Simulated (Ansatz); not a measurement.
## Sn on Ta(110), longbridge start, 2x2 cell: work function, bands and core levels

Aim: how the adsorbate changes the work function, the valence spectrum and the core levels in Sn on Ta(110), longbridge start, 2x2 cell. Spin–orbit coupling is left out of the bands throughout.

Method: DFT, PBE, plane-wave PAW, default files, scalar-relativistic, in Ansatz 0.2.0.

Most raw output is cut from this account.

## 1. Set-up

The cell holds 4 atoms: 4 Ta. Cell: a = 3.310 Å, b = 2.867 Å, c = 22.022 Å, α = 90.0°, β = 90.0°, γ = 54.7°. It derives from Ta. Vacuum lies along c.

## 2. The clean face

The clean face is the reference for what the added atoms change.

input.yaml reads:

```yaml
crystal:
  lattice:
    - [3.31, 0.0, 0.0]
    - [1.655, 2.3405234457, 0.0]
    - [0.0, 0.0, 22.0215703372]
  atoms:
    - { symbol: Ta, position: [0.0, 0.0, 0.659424833] }
    - { symbol: Ta, position: [0.5, 0.0, 0.553141611] }
    - { symbol: Ta, position: [0.0, 0.0, 0.446858389] }
    - { symbol: Ta, position: [0.5, 0.0, 0.340575167] }
kpoints:
  mp_grid: { grid: [16, 16, 1] }
scf:
  occupations: { method: fermi_dirac, width: 0.05 }
  n_extra_bands: 12
hamiltonian:
  xc: pbe
  pseudopotentials: { kind: paw }
output:
  forces: true
  write_potential: true
  volumetric_format: []
  dos:
    projected: true
    de: 0.05
    e_range: [-30, 12]
    method: { smearing: { sigma: 0.1, scheme: gaussian } }
efield:
  axis: 3
  dipole_correction: true
relax:
  f_tol: 0.03
  max_steps: 50
  constraints: [{ sites: [2, 3] }]
```

The run is started by

```console
> ansatz run input.yaml --threads 8 --pin off --max-ram 20480MiB --backend cpu --events-out ev --progress --plain --runs-dir out
```

The job ended after 18 s (8 threads of Arm Neoverse V1, shared host; peak memory 0.86 GiB).

The steps of the relaxation:

```tsv
step	energy less that of the first step (eV)	largest force component (eV/Å)
1	0.0000	0.4476
2	0.0219	0.8236
3	-0.0223	0.0203
```

Relaxation step 2 was tried and not accepted.

The run keeps the 4 symmetry operations that it works with, so distortions that break them were not tested.

The atoms that moved most (Å):

```tsv
atom	dx	dy	dz	length
Ta1	0.000	0.000	-0.096	0.096
```

Final coordinates:

```xyz
4
Lattice="3.3100 0.0000 0.0000 1.6550 2.3405 0.0000 0.0000 0.0000 22.0216" Properties=species:S:1:pos:R:3
Ta    0.0000    0.0000   14.4260
Ta    1.6550    0.0000   12.1827
Ta    0.0000    0.0000    9.8405
Ta    1.6550    0.0000    7.5000
```

This step gave:

```
free energy                                    : -39726.7243 eV
energy at zero smearing                        : -39726.7029 eV
smearing term TS                               : 0.04288 eV
Fermi energy                                   : 5.290 eV
symmetry operations                            : 4
zero of energy                                 : Fermi level
share of occupied states in no projected shell : 0.018 of the occupied states in the window
DOS at the Fermi level                         : 5.109 states/eV/cell
work function, upper face                      : 4.795 eV
work function, lower face                      : 4.861 eV
```

The planar mean, electrostatic potential oscillates, so the rows of the table below give means over windows of 1 Å about each position, cut where the curve ends. Its maxima inside the range that stand out by 2 % of the span (Å: eV): 8.7: -1.26, 11.0: -1.24, 13.4: -2.26. Its minima: 7.5: -19.7, 9.8: -19.5, 12.2: -19.5, 14.4: -19.6.

From the Fermi level. Planar mean, electrostatic potential against z; means over each step:

```tsv
z (Å)	planar mean, electrostatic potential (eV)
0	4.84
1	4.86
2	4.86
3	4.86
4	4.83
5	4.58
6	2.14
7	-11.7
8	-11.5
9	-5.89
10	-15.8
11	-3.65
12	-15.6
13	-6.60
14	-12.8
15	-10.4
16	2.50
17	4.56
18	4.77
19	4.79
20	4.79
21	4.80
```

The spectra weight each projected shell by its atomic cross section (Dirac–Hartree–Slater) and angular factor, for unpolarised light with the analyser at 90° from the beam. Broadening, on top of any smearing of the DOS itself: a Gaussian of 0.3 eV and a Lorentzian of 0.1 eV plus 0.08 times the binding energy (full widths), Fermi edge at 77 K. Each atom is damped by exp[−depth/(λ cos θ)], θ = 0° from the normal, λ from the universal curve. The files freeze Ta 4f, so the spectra stop above those lines. Curves are cut 10 eV under the photon energy, above any shell that the free atom's threshold puts out of reach, or at the lower edge of the window: 9.2 eV at 21.2 eV, 9.2 eV at 150 eV, 9.2 eV at 1486.7 eV and 9.2 eV at 5414.7 eV. Dipole terms alone, which is rough above 3 keV; no background, satellites or final-state effects.

How the area divides among the shells (%):

```tsv
shell	21.2 eV	150 eV	1486.7 eV	5414.7 eV
Ta 6s	0.1	12.3	4.3	10.2
Ta 5d	99.7	87.2	95.4	89.2
```

Cross sections used, in Mb an electron:

```tsv
shell	21.2 eV	150 eV	1486.7 eV	5414.7 eV
Ta 6s	0.025	0.0056	2.3e-4	2.4e-5
Ta 5d	5.2	0.0093	0.0012	5.2e-5
```

At the Fermi level the DOS is 5.11 states/eV a cell, and on the broadened curves Ta 5d holds 84 % of the total there.

## 3. Relaxing the atoms

System of this step: Ta16Sn. The cell holds 17 atoms: 1 Sn and 16 Ta. Cell: a = 6.620 Å, b = 5.733 Å, c = 23.622 Å, α = 90.0°, β = 90.0°, γ = 54.7°. It derives from Ta. How the cell was made: adsorbate; added: Sn; site: longbridge; coverage 0.25 monolayer; cell: 2x2; on one face. Regions: ad, 1 atom (1 Sn); L1, 4 atoms (4 Ta); L2, 4 atoms (4 Ta); L3, 4 atoms (4 Ta); rest, 4 atoms (4 Ta). Vacuum lies along c.

The cut or typed positions aren't at rest, and spectra shift with geometry, so the relaxation comes first. 8 atoms are held to stand for the bulk. A dipole correction cancels the field between unlike faces.

input.yaml reads:

```yaml
crystal:
  lattice:
    - [6.62, 0.0, 0.0]
    - [3.31, 4.6810468915, 0.0]
    - [0.0, 0.0, 23.6215703372]
  atoms:
    - { symbol: Sn, position: [0.252441514, 0.0, 0.68249359] }
    - { symbol: Ta, position: [0.0, 0.0, 0.614758889] }
    - { symbol: Ta, position: [0.5, 0.0, 0.614758889] }
    - { symbol: Ta, position: [0.0, 0.5, 0.614758889] }
    - { symbol: Ta, position: [0.5, 0.5, 0.614758889] }
    - { symbol: Ta, position: [0.75, 0.5, 0.515674729] }
    - { symbol: Ta, position: [0.25, 0.5, 0.515674729] }
    - { symbol: Ta, position: [0.75, 0.0, 0.515674729] }
    - { symbol: Ta, position: [0.25, 0.0, 0.515674729] }
    - { symbol: Ta, position: [0.0, 0.0, 0.41659057] }
    - { symbol: Ta, position: [0.5, 0.0, 0.41659057] }
    - { symbol: Ta, position: [0.0, 0.5, 0.41659057] }
    - { symbol: Ta, position: [0.5, 0.5, 0.41659057] }
    - { symbol: Ta, position: [0.75, 0.5, 0.31750641] }
    - { symbol: Ta, position: [0.25, 0.5, 0.31750641] }
    - { symbol: Ta, position: [0.75, 0.0, 0.31750641] }
    - { symbol: Ta, position: [0.25, 0.0, 0.31750641] }
kpoints:
  mp_grid: { grid: [6, 6, 1] }
scf:
  occupations: { method: fermi_dirac, width: 0.05 }
  n_extra_bands: 14
hamiltonian:
  xc: pbe
  pseudopotentials: { kind: paw }
output:
  forces: true
  write_potential: true
  volumetric_format: []
efield:
  axis: 3
  dipole_correction: true
relax:
  f_tol: 0.03
  max_steps: 45
  constraints: [{ sites: [9, 10, 11, 12, 13, 14, 15, 16] }]
```

Run time: 2 min. Hardware: 8 threads; peak memory 3.6 GiB; 16 min of CPU time.

The steps of the relaxation:

```tsv
step	energy less that of the first step (eV)	largest force component (eV/Å)
1	0.0000	11.5913
2	-2.6511	3.4859
3	-3.2045	1.0438
4	-3.3055	0.3668
5	-3.3305	0.0496
6	-3.3314	0.0142
```

The run keeps the 2 symmetry operations that it works with, so distortions that break them were not tested.

The atoms that moved most (Å):

```tsv
atom	dx	dy	dz	length
Sn1	-0.016	0.000	0.608	0.608
Ta2	-0.090	0.000	-0.085	0.124
Ta3	0.090	0.000	-0.085	0.124
Ta4	0.000	-0.107	-0.026	0.110
Ta5	0.000	0.107	-0.026	0.110
Ta8	0.000	0.000	-0.031	0.031
Ta9	0.000	0.000	0.019	0.019
```

Numbers from this step:

```
free energy               : -164931.8961 eV
energy at zero smearing   : -164931.7983 eV
smearing term TS          : 0.1956 eV
Fermi energy              : 5.189 eV
symmetry operations       : 2
work function, upper face : 4.702 eV
work function, lower face : 4.796 eV
```

The relaxation ends 196 meV an atom lower, with a largest force component of 0.014 eV/Å on the free atoms. Between step 2 and this run (17 atoms) the value for the work function, upper face moves from 4.79 eV to 4.70 eV.

[end of part 1 of 3]

[Logs are printed without paths, hosts, clocks, repeated set-up lines and the standing remarks that a program may print on its own settings, such as how far it seeks lower states.]

[Hosts, paths, dates, database ids (printed as entryN), source tags and the programs' standing remarks are cut or masked in the printed files.]

[Maps of the electrostatic potential energy from Ansatz leave out the sawtooth potential of an applied field or a dipole correction, so their vacuum need not be flat; work functions include it.]
